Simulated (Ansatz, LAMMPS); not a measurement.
# Structural relaxation of amorphous 88SiO2-12GeO2 (mol %) (96 atoms), part 2 of 4

How does amorphous 88SiO2-12GeO2 (mol %) (96 atoms) relax, and what do bonds, charges and levels look like afterwards?

Ansatz 0.2.0; Kohn-Sham DFT, PBE, PAW (set soft_2), plane waves.

The cell: 28 Si, 4 Ge and 64 O. The quench rate of 50 K/ps far exceeds what a furnace or splat quench reaches. The network of bonds at the start is that of the classical potential that made the cell. Only the Γ point is sampled, in a cell whose shortest periodic width is 11 Å.

So far. Step 3 (Single point at the start): Neighbours are counted within 2.08 Å (O-Si), 2.17 Å (O-Ge).

## Step 4: Cell and atoms relaxed

Cell and atoms are freed together, to release stress as well as forces.

File input.yaml:

```yaml
crystal:
  lattice:
    - [11.3449, 0.0, 0.0]
    - [0.0, 11.3449, 0.0]
    - [0.0, 0.0, 11.3449]
  atoms:
    [... the 96 atom lines of step 3 ...]
kpoints:
  mp_grid: { grid: [1, 1, 1] }
hamiltonian:
  xc: pbe
scf:
  occupations: { method: fermi_dirac, width: 0.025 }
output:
  forces: true
relax:
  f_tol: 0.04
  max_steps: 250
  cell: {}
```

Launch:

```bash
> ansatz run input.yaml --threads 4 --pin off --max-ram 8192MiB --backend cpu --events-out ev --progress --plain --runs-dir out
```

The program printed:

```text
[...]
Crystal: 96 atoms, lattice volume = 1460.165 Å³
Basis set: ecut = 420 eV, 28425 PW (Γ), exchange–correlation on 160×160×160 points (8 copies of the dense FFT grid, shifted against one another)
Bands: 372, of which v1, the nominal top of the filled ones, is band 276 counted from 1 (275 counted from 0)
Symmetry: 1 space group operations
[...]
k-points: 1
[...]
SCF iter   1: F=—  HF=-71377.182196 eV  |F-HF|=—  |Δ(HF+E_count)|=         —  Δρ=3.69e-3  dr2=4.37e-1  ethr=1.77e-3  ⟨swp⟩=7.0  Hψ=1667  notcnv=0  defer=87
[...]
SCF iter  10: F=-71377.031492 eV  HF=-71377.031492 eV  |F-HF|=6.42e-9  |Δ(HF+E_count)|=   1.32e-9  Δρ=1.42e-6  dr2=2.70e-8  ethr=1.81e-11  ⟨swp⟩=4.0  Hψ=1123  notcnv=0
SCF 1 converged in 10 iterations: F = -71377.031492 eV  dr2 = 2.70e-8
[...]
relax step   1: F+E_penalty+E_count = -71377.03149244 eV  Δ(F+E_penalty+E_count) = +0.000e0 eV  max|allowed force component| = 3.349e0 eV/Å  Δτ_max = 0.0000 Å  P = +3.547 GPa  Ω = 1460.165 Å³  (10 SCF iters, dr2 threshold 1.00e-7 eV, accepted)
[... from here on, the SCF cycles and remarks between the steps are left out ...]
relax step   2: F+E_penalty+E_count = -71379.42154673 eV  Δ(F+E_penalty+E_count) = -2.390e0 eV  max|allowed force component| = 2.240e0 eV/Å  Δτ_max = 0.0954 Å  P = +1.787 GPa  Ω = 1473.971 Å³  energy of the carried Pulay correction = -4.587e-2 eV  (8 SCF iters, dr2 threshold 9.60e-6 eV, accepted)
relax step   3: F+E_penalty+E_count = -71382.04669502 eV  Δ(F+E_penalty+E_count) = -2.625e0 eV  max|allowed force component| = 5.745e-1 eV/Å  Δτ_max = 0.1964 Å  P = -0.470 GPa  Ω = 1464.282 Å³  energy of the carried Pulay correction = -1.372e-2 eV  (8 SCF iters, dr2 threshold 9.60e-6 eV, accepted)
relax step   4: F+E_penalty+E_count = -71382.65207438 eV  Δ(F+E_penalty+E_count) = -6.054e-1 eV  max|allowed force component| = 2.979e-1 eV/Å  Δτ_max = 0.2000 Å  P = +0.001 GPa  Ω = 1434.700 Å³  energy of the carried Pulay correction = +8.575e-2 eV  (8 SCF iters, dr2 threshold 9.60e-6 eV, accepted)
relax step   5: F+E_penalty+E_count = -71382.75051601 eV  Δ(F+E_penalty+E_count) = -9.844e-2 eV  max|allowed force component| = 7.486e-1 eV/Å  Δτ_max = 0.2000 Å  P = +0.008 GPa  Ω = 1427.470 Å³  energy of the carried Pulay correction = +1.104e-1 eV  (8 SCF iters, dr2 threshold 5.55e-6 eV, accepted)
relax step   6: F+E_penalty+E_count = -71382.85215280 eV  Δ(F+E_penalty+E_count) = -1.016e-1 eV  max|allowed force component| = 2.451e-1 eV/Å  Δτ_max = 0.0584 Å  P = -0.004 GPa  Ω = 1428.982 Å³  energy of the carried Pulay correction = +1.052e-1 eV  (7 SCF iters, dr2 threshold 9.60e-6 eV, accepted)
relax step   7: F+E_penalty+E_count = -71382.86902832 eV  Δ(F+E_penalty+E_count) = -1.688e-2 eV  max|allowed force component| = 1.420e-1 eV/Å  Δτ_max = 0.0295 Å  P = -0.011 GPa  Ω = 1429.840 Å³  energy of the carried Pulay correction = +1.023e-1 eV  (6 SCF iters, dr2 threshold 3.75e-6 eV, accepted)
relax step   8: F+E_penalty+E_count = -71382.88749350 eV  Δ(F+E_penalty+E_count) = -1.847e-2 eV  max|allowed force component| = 1.507e-1 eV/Å  Δτ_max = 0.0372 Å  P = -0.059 GPa  Ω = 1429.057 Å³  energy of the carried Pulay correction = +1.050e-1 eV  (7 SCF iters, dr2 threshold 1.26e-6 eV, accepted)
relax step   9: F+E_penalty+E_count = -71382.95814532 eV  Δ(F+E_penalty+E_count) = -7.065e-2 eV  max|allowed force component| = 4.539e-1 eV/Å  Δτ_max = 0.1710 Å  P = -0.292 GPa  Ω = 1424.079 Å³  energy of the carried Pulay correction = +1.220e-1 eV  (8 SCF iters, dr2 threshold 1.42e-6 eV, accepted)
relax step  10: F+E_penalty+E_count = -71383.01383010 eV  Δ(F+E_penalty+E_count) = -5.568e-2 eV  max|allowed force component| = 9.321e-1 eV/Å  Δτ_max = 0.1919 Å  P = -0.378 GPa  Ω = 1414.894 Å³  energy of the carried Pulay correction = +1.535e-1 eV  (8 SCF iters, dr2 threshold 9.60e-6 eV, accepted)
relax step  11: F+E_penalty+E_count = -71383.11482392 eV  Δ(F+E_penalty+E_count) = -1.010e-1 eV  max|allowed force component| = 5.625e-1 eV/Å  Δτ_max = 0.1114 Å  P = +0.688 GPa  Ω = 1413.309 Å³  energy of the carried Pulay correction = +1.590e-1 eV  (8 SCF iters, dr2 threshold 9.60e-6 eV, accepted)
relax step  12: F+E_penalty+E_count = -71383.14870826 eV  Δ(F+E_penalty+E_count) = -3.388e-2 eV  max|allowed force component| = 7.833e-1 eV/Å  Δτ_max = 0.1909 Å  P = -0.420 GPa  Ω = 1419.754 Å³  energy of the carried Pulay correction = +1.368e-1 eV  (7 SCF iters, dr2 threshold 9.60e-6 eV, accepted)
relax step  13: F+E_penalty+E_count = -71383.23999470 eV  Δ(F+E_penalty+E_count) = -9.129e-2 eV  max|allowed force component| = 2.040e-1 eV/Å  Δτ_max = 0.0722 Å  P = -0.069 GPa  Ω = 1416.508 Å³  energy of the carried Pulay correction = +1.479e-1 eV  (6 SCF iters, dr2 threshold 9.60e-6 eV, accepted)
relax step  14: F+E_penalty+E_count = -71383.26807849 eV  Δ(F+E_penalty+E_count) = -2.808e-2 eV  max|allowed force component| = 2.138e-1 eV/Å  Δτ_max = 0.2000 Å  P = +0.164 GPa  Ω = 1408.530 Å³  energy of the carried Pulay correction = +1.755e-1 eV  (8 SCF iters, dr2 threshold 2.60e-6 eV, accepted)
relax step  15: F+E_penalty+E_count = -71383.28681275 eV  Δ(F+E_penalty+E_count) = -1.873e-2 eV  max|allowed force component| = 2.382e-1 eV/Å  Δτ_max = 0.0718 Å  P = -0.034 GPa  Ω = 1413.743 Å³  energy of the carried Pulay correction = +1.575e-1 eV  (7 SCF iters, dr2 threshold 2.86e-6 eV, accepted)
relax step  16: F+E_penalty+E_count = -71383.33785800 eV  Δ(F+E_penalty+E_count) = -5.105e-2 eV  max|allowed force component| = 2.754e-1 eV/Å  Δτ_max = 0.2000 Å  P = -0.015 GPa  Ω = 1408.469 Å³  energy of the carried Pulay correction = +1.757e-1 eV  (8 SCF iters, dr2 threshold 3.55e-6 eV, accepted)
relax step  17: F+E_penalty+E_count = -71383.35365180 eV  Δ(F+E_penalty+E_count) = -1.579e-2 eV  max|allowed force component| = 1.284e-1 eV/Å  Δτ_max = 0.0374 Å  P = -0.031 GPa  Ω = 1407.630 Å³  energy of the carried Pulay correction = +1.786e-1 eV  (6 SCF iters, dr2 threshold 4.74e-6 eV, accepted)
relax step  18: F+E_penalty+E_count = -71383.36667315 eV  Δ(F+E_penalty+E_count) = -1.302e-2 eV  max|allowed force component| = 2.236e-1 eV/Å  Δτ_max = 0.2000 Å  P = -0.049 GPa  Ω = 1406.741 Å³  energy of the carried Pulay correction = +1.817e-1 eV  (8 SCF iters, dr2 threshold 1.03e-6 eV, accepted)
relax step  19: F+E_penalty+E_count = -71383.37984209 eV  Δ(F+E_penalty+E_count) = -1.317e-2 eV  max|allowed force component| = 6.920e-2 eV/Å  Δτ_max = 0.0438 Å  P = +0.069 GPa  Ω = 1405.588 Å³  energy of the carried Pulay correction = +1.857e-1 eV  (6 SCF iters, dr2 threshold 3.12e-6 eV, accepted)
relax step  20: F+E_penalty+E_count = -71383.38081127 eV  Δ(F+E_penalty+E_count) = -9.692e-4 eV  max|allowed force component| = 1.613e-1 eV/Å  Δτ_max = 0.0317 Å  P = +0.088 GPa  Ω = 1405.042 Å³  energy of the carried Pulay correction = +1.875e-1 eV  (7 SCF iters, dr2 threshold 2.99e-7 eV, rejected (line search))
relax step  21: F+E_penalty+E_count = -71383.37914705 eV  Δ(F+E_penalty+E_count) = +6.950e-4 eV  max|allowed force component| = 4.323e-2 eV/Å  Δτ_max = 0.0153 Å  P = -0.060 GPa  Ω = 1406.359 Å³  energy of the carried Pulay correction = +1.830e-1 eV  (11 SCF iters, accepted)
relax step  22: F+E_penalty+E_count = -71383.38220946 eV  Δ(F+E_penalty+E_count) = -3.062e-3 eV  max|allowed force component| = 3.665e-2 eV/Å  Δτ_max = 0.0337 Å  P = -0.003 GPa  Ω = 1405.840 Å³  energy of the carried Pulay correction = +1.848e-1 eV  (8 SCF iters, dr2 threshold 1.17e-7 eV, accepted)
relax step  23: F+E_penalty+E_count = -71383.33693685 eV  Δ(F+E_penalty+E_count) = +4.527e-2 eV  max|allowed force component| = 3.708e-2 eV/Å  Δτ_max = 0.0000 Å  P = -0.119 GPa  Ω = 1405.840 Å³  stress off target by 3.09e-1 GPa  SCF on the basis re-selected at this cell (its energy is not comparable with the rows above)  (8 SCF iters)
relax step  24: F+E_penalty+E_count = -71383.35742772 eV  Δ(F+E_penalty+E_count) = -2.049e-2 eV  max|allowed force component| = 5.613e-2 eV/Å  Δτ_max = 0.0254 Å  P = +0.079 GPa  Ω = 1400.897 Å³  energy of the carried Pulay correction = +1.642e-2 eV  (8 SCF iters, dr2 threshold 2.38e-7 eV, accepted)
relax step  25: F+E_penalty+E_count = -71383.35945666 eV  Δ(F+E_penalty+E_count) = -2.029e-3 eV  max|allowed force component| = 3.703e-2 eV/Å  Δτ_max = 0.0388 Å  P = -0.018 GPa  Ω = 1401.964 Å³  energy of the carried Pulay correction = +1.288e-2 eV  (8 SCF iters, dr2 threshold 1.97e-7 eV, accepted)
relax step  26: F+E_penalty+E_count = -71383.36078714 eV  Δ(F+E_penalty+E_count) = -1.330e-3 eV  max|allowed force component| = 2.025e-2 eV/Å  Δτ_max = 0.0183 Å  P = +0.000 GPa  Ω = 1401.823 Å³  energy of the carried Pulay correction = +1.334e-2 eV  (9 SCF iters, dr2 threshold 7.10e-9 eV, accepted)
relax step  27: F+E_penalty+E_count = -71383.34932491 eV  Δ(F+E_penalty+E_count) = +1.146e-2 eV  max|allowed force component| = 2.032e-2 eV/Å  Δτ_max = 0.0000 Å  P = -0.012 GPa  Ω = 1401.823 Å³  stress off target by 2.95e-2 GPa  SCF on the basis re-selected at this cell (its energy is not comparable with the rows above)  (6 SCF iters)
[...]
SCF converged after 6 iterations
Free energy (F): -71383.349325 eV
[...]
Internal energy: -71383.349325 eV  (E = F + TS)
E sigma→0 (E₀):  -71383.349325 eV
Fermi energy:    4.869260 eV
[...]
--- Forces (eV/Å), atoms counted from 1 ---
  atom   1  Si    -0.00131040     0.00167008    -0.00510692
  atom   2  Si     0.00345365    -0.00470973    -0.00767398
  atom   3  Si     0.00138142     0.00263766     0.00165563
  atom   4  Si     0.00922694     0.00407371     0.00011441
  atom   5  Si    -0.00670835    -0.00175926     0.00820500
  atom   6  Si     0.00620500     0.00923203     0.00471167
  atom   7  Si    -0.01668618     0.00142507    -0.01673663
  atom   8  Si     0.00172765     0.00367053    -0.00884989
  atom   9  Si     0.00093330     0.00139174     0.00178403
  atom  10  Si     0.00103348    -0.00546784    -0.00197392
  atom  11  Si     0.00271490    -0.00283779     0.00159409
  atom  12  Si    -0.00007297    -0.00367526     0.00849606
  atom  13  Si     0.00594735    -0.00520598     0.00670646
  atom  14  Si     0.00249098    -0.00022335     0.00722189
[...]
atom  95  O      0.00093994    -0.00066870     0.00146720
  atom  96  O     -0.00011237     0.00310074     0.00068533
  max |Σ_I F_I| component: 3.95e-5 eV/Å
--- Stress (GPa, compression-positive) ---
        0.006620       0.010584      -0.014492
        0.010585      -0.021337      -0.000709
       -0.014494      -0.000710      -0.021163
  P = ⅓ Tr σ = -0.0120 GPa (-0.120 kbar)
--- Relaxed structure (25 steps of the walk, 24 accepted, 2 SCFs on fresh bases) ---
  F+E_penalty+E_count = -71383.34932491 eV   max|allowed force component| = 2.032e-2 eV/Å   (the final SCF, on the basis selected at the relaxed cell)
  cell:  # Å, volume = 1401.8233 Å³
    - [11.597378, 0.151885, -0.294329]
    - [0.151885, 11.058311, -0.024599]
    - [-0.294329, -0.024599, 10.940091]
  atoms:
    - { symbol: Si, position: [0.654610, 0.217130, 0.080682] }
    - { symbol: Si, position: [0.131000, 0.056668, 0.755375] }
    - { symbol: Si, position: [0.719293, 0.239854, 0.542445] }
    - { symbol: Si, position: [0.240105, 0.931680, 0.216304] }
[...]
- { symbol: O, position: [0.673225, 0.144498, 0.641187] }
```

The job ended after 4.1 min (4 threads of AMD EPYC 9B14 (Zen 4), shared host; peak memory 2 GiB; 15 min of CPU time).

Step by step (22 of 27):

| step | energy less that of the first step (eV) | largest force component (eV/Å) | pressure (GPa) | volume (Å³) |
| --- | --- | --- | --- | --- |
| 1 | 0.0000 | 3.3493 | 3.55 | 1460.17 |
| 2 | -2.3901 | 2.2401 | 1.79 | 1473.97 |
| 3 | -5.0152 | 0.5745 | -0.47 | 1464.28 |
| 5 | -5.7190 | 0.7486 | 0.01 | 1427.47 |
| 6 | -5.8207 | 0.2451 | 0.00 | 1428.98 |
| 7 | -5.8375 | 0.1420 | -0.01 | 1429.84 |
| 8 | -5.8560 | 0.1507 | -0.06 | 1429.06 |
| 10 | -5.9823 | 0.9321 | -0.38 | 1414.89 |
| 11 | -6.0833 | 0.5625 | 0.69 | 1413.31 |
| 12 | -6.1172 | 0.7833 | -0.42 | 1419.75 |
| 13 | -6.2085 | 0.2040 | -0.07 | 1416.51 |
| 15 | -6.2553 | 0.2382 | -0.03 | 1413.74 |
| 16 | -6.3064 | 0.2754 | -0.02 | 1408.47 |
| 17 | -6.3222 | 0.1284 | -0.03 | 1407.63 |
| 18 | -6.3352 | 0.2236 | -0.05 | 1406.74 |
| 20 | -6.3493 | 0.1613 | 0.09 | 1405.04 |
| 21 | -6.3477 | 0.0432 | -0.06 | 1406.36 |
| 22 | -6.3507 | 0.0366 | 0.00 | 1405.84 |
| 23* | -6.3054 | 0.0371 | -0.12 | 1405.84 |
| 25 | -6.3280 | 0.0370 | -0.02 | 1401.96 |
| 26 | -6.3293 | 0.0203 | 0.00 | 1401.82 |
| 27* | -6.3178 | 0.0203 | -0.01 | 1401.82 |

Relaxation steps marked * repeat the geometry before them on a plane-wave basis chosen anew for their cell, so energy and pressure can jump there. Other such steps can lie between the rows shown. Relaxation step 20 was tried and not accepted.

| cell as run | before | after | change |
| --- | --- | --- | --- |
| a (Å) | 11.345 | 11.602 | +2.3 % |
| b (Å) | 11.345 | 11.059 | -2.5 % |
| c (Å) | 11.345 | 10.944 | -3.5 % |
| α (°) | 90.00 | 90.28 | +0.3 % |
| β (°) | 90.00 | 93.00 | +3.3 % |
| γ (°) | 90.00 | 88.46 | -1.7 % |
| volume (Å³/atom) | 15.21 | 14.60 | -4.0 % |

The atoms that moved most (Å, as changes of fractional coordinates times the final cell):

| atom | dx | dy | dz | length |
| --- | --- | --- | --- | --- |
| O39 | 0.099 | 0.340 | 0.677 | 0.764 |
| Si7 | -0.437 | -0.450 | -0.069 | 0.631 |
| O92 | 0.068 | -0.174 | -0.502 | 0.536 |
| O81 | -0.262 | -0.445 | 0.081 | 0.523 |
| O47 | 0.134 | 0.500 | -0.061 | 0.521 |
| O34 | 0.149 | 0.115 | -0.477 | 0.513 |
| O36 | 0.304 | 0.400 | 0.031 | 0.503 |
| O44 | -0.426 | -0.164 | 0.207 | 0.501 |

The relaxation changed the energy by -65.8 meV/atom, and atoms moved by 0.30 Å r.m.s., 0.76 Å at most.

## Step 5: Structure statistics after relaxation

Bonds before and after, by the cutoffs listed below:

| pair | bonds before | bonds after | mean before (Å) | mean after (Å) | spread before (Å) | spread after (Å) |
| --- | --- | --- | --- | --- | --- | --- |
| O-Si | 111 | 112 | 1.617 | 1.636 | 0.034 | 0.029 |
| O-Ge | 16 | 16 | 1.729 | 1.766 | 0.025 | 0.053 |

Density 2.49 g/cm³, 14.60 Å³ an atom.

Pair distribution functions g(r), in bins of 0.2 Å:

| r (Å) | total | O-O | O-Si | O-Ge | Si-Si | Si-Ge | Ge-Ge |
| --- | --- | --- | --- | --- | --- | --- | --- |
| 1.50 | 0.29 | 0.00 | 0.76 | 0.00 | 0.00 | 0.00 | 0.00 |
| 1.70 | 5.33 | 0.00 | 12.21 | 10.60 | 0.00 | 0.00 | 0.00 |
| 1.90 | 0.07 | 0.00 | 0.09 | 0.56 | 0.00 | 0.00 | 0.00 |
| 2.10 | 0.00 | 0.00 | 0.00 | 0.00 | 0.00 | 0.00 | 0.00 |
| 2.30 | 0.00 | 0.00 | 0.00 | 0.00 | 0.00 | 0.00 | 0.00 |
| 2.50 | 0.50 | 1.13 | 0.00 | 0.00 | 0.00 | 0.00 | 0.00 |
| 2.70 | 2.41 | 5.33 | 0.00 | 0.28 | 0.00 | 0.72 | 0.00 |
| 2.90 | 0.66 | 1.05 | 0.00 | 0.26 | 1.81 | 1.17 | 0.00 |
| 3.10 | 0.69 | 0.39 | 0.26 | 0.00 | 3.87 | 3.65 | 0.00 |
| 3.30 | 0.77 | 0.65 | 0.62 | 0.78 | 1.48 | 2.85 | 0.00 |
| 3.50 | 0.68 | 0.53 | 0.96 | 1.26 | 0.00 | 0.00 | 0.00 |
| 3.70 | 0.92 | 0.58 | 1.43 | 1.39 | 0.10 | 0.75 | 0.00 |
| 3.90 | 0.93 | 0.50 | 1.56 | 1.58 | 0.09 | 0.32 | 0.00 |
| 4.10 | 1.25 | 0.71 | 2.07 | 1.41 | 0.42 | 0.59 | 0.00 |
| 4.30 | 1.22 | 0.85 | 1.62 | 1.77 | 1.08 | 1.07 | 0.00 |
| 4.50 | 0.94 | 0.96 | 0.94 | 0.76 | 0.99 | 0.74 | 0.00 |
| 4.70 | 1.07 | 1.51 | 0.55 | 0.19 | 1.67 | 1.12 | 3.06 |
| 4.90 | 1.07 | 1.38 | 0.65 | 1.01 | 1.36 | 1.46 | 0.00 |
| 5.10 | 1.22 | 1.61 | 0.73 | 0.58 | 1.64 | 1.72 | 2.60 |
| 5.30 | 1.08 | 1.31 | 0.84 | 1.01 | 1.12 | 1.05 | 0.00 |

Bonds by pair of elements; cutoffs follow the first minimum of g(r), held within bounds set by covalent radii, and pairs that aren't listed don't count as bonded (cutoffs were set anew for this text, so counts can differ from the run's own analysis):

| pair A-B | cutoff (Å) | bonds | mean length (Å) | spread (Å) | shortest (Å) | B about A | A about B |
| --- | --- | --- | --- | --- | --- | --- | --- |
| O-Si | 2.12 | 112 | 1.64 | 0.029 | 1.55 | 1.75 | 4 |
| O-Ge | 2.27 | 16 | 1.77 | 0.053 | 1.72 | 0.25 | 4 |

How many atoms have how many bonded neighbours:

| element | mean | 1 | 2 | 3 | 4 |
| --- | --- | --- | --- | --- | --- |
| Ge | 4 | 0 | 0 | 0 | 4 |
| O | 2 | 1 | 62 | 1 | 0 |
| Si | 4 | 0 | 0 | 0 | 28 |

Bond angles (no mean is given where the spread exceeds 20°):

| angle | count | mean (°) | spread (°) |
| --- | --- | --- | --- |
| O-Si-O | 168 | 109 | 4.9 |
| Si-O-Si | 48 | 145 | 15 |
| O-Ge-O | 24 | 109 | 9.2 |
| Ge-O-Si | 17 | 128 | 16.1 |

Oxygen atoms by the number of network formers (Si, P, Ge, B, Al, As, Ga) bound to them:

| network formers bound to O | O atoms | per cent |
| --- | --- | --- |
| 0 | 0 | 0 |
| 1 | 1 | 1.6 |
| 2 | 62 | 96.9 |
| 3 | 1 | 1.6 |

Network units: each former by its oxygen neighbours and how many of them bridge to another former:

| former | O neighbours | bridging O | atoms |
| --- | --- | --- | --- |
| Si | 4 | 3 | 1 |
| Si | 4 | 4 | 27 |
| Ge | 4 | 4 | 4 |

Bond length by coordination (bonds to H left out):

| element | coordination | atoms | mean bond length (Å) |
| --- | --- | --- | --- |
| O | 1 | 1 | 1.55 |
| O | 2 | 62 | 1.65 |
| O | 3 | 1 | 1.84 |

Rings of the network by King's shortest-path rule, up to 12 atoms, one path for each pair of neighbours; H, halogens, alkali and alkaline-earth atoms are left out:

| ring size (atoms) | rings | per network atom |
| --- | --- | --- |
| 4 | 1 | 0.01 |
| 6 | 1 | 0.01 |
| 8 | 5 | 0.052 |
| 10 | 15 | 0.156 |
| 12 | 11 | 0.115 |

First main peaks of g(r), for some of the pairs, lie near 2.7 Å (O-O), 1.6 Å (O-Si), 1.8 Å (O-Ge), 3.1 Å (Si-Si) and 3.2 Å (Si-Ge). Counting bonds as in the table, all Ge atoms have 4, 97 % of O atoms have 2 and all Si atoms have 4 bonded neighbours. The O-Si-O angle averages 109° with a spread of 5°. 97 % of the oxygens bridge two formers and 2 % are non-bridging; 2 % join three. The commonest Si unit has 4 oxygens, 4 of them shared with other formers (27 of 28 atoms). Rings of 10 atoms are the most common (45 % of those counted); sizes run from 4 to 12, where the search stops.

(Part 2 of 4 ends here.)

[Long decimals in the printed logs are rounded to 6 places.]

[Logs are printed without paths, hosts, clocks, repeated set-up lines and the standing remarks that a program may print on its own settings, such as how far it seeks lower states.]

[Hosts, paths, dates, database ids (printed as entryN), source tags and the programs' standing remarks are cut or masked in the printed files.]

[A walk said to have stopped at its limit may instead have ended on an SCF cycle that didn't converge.]
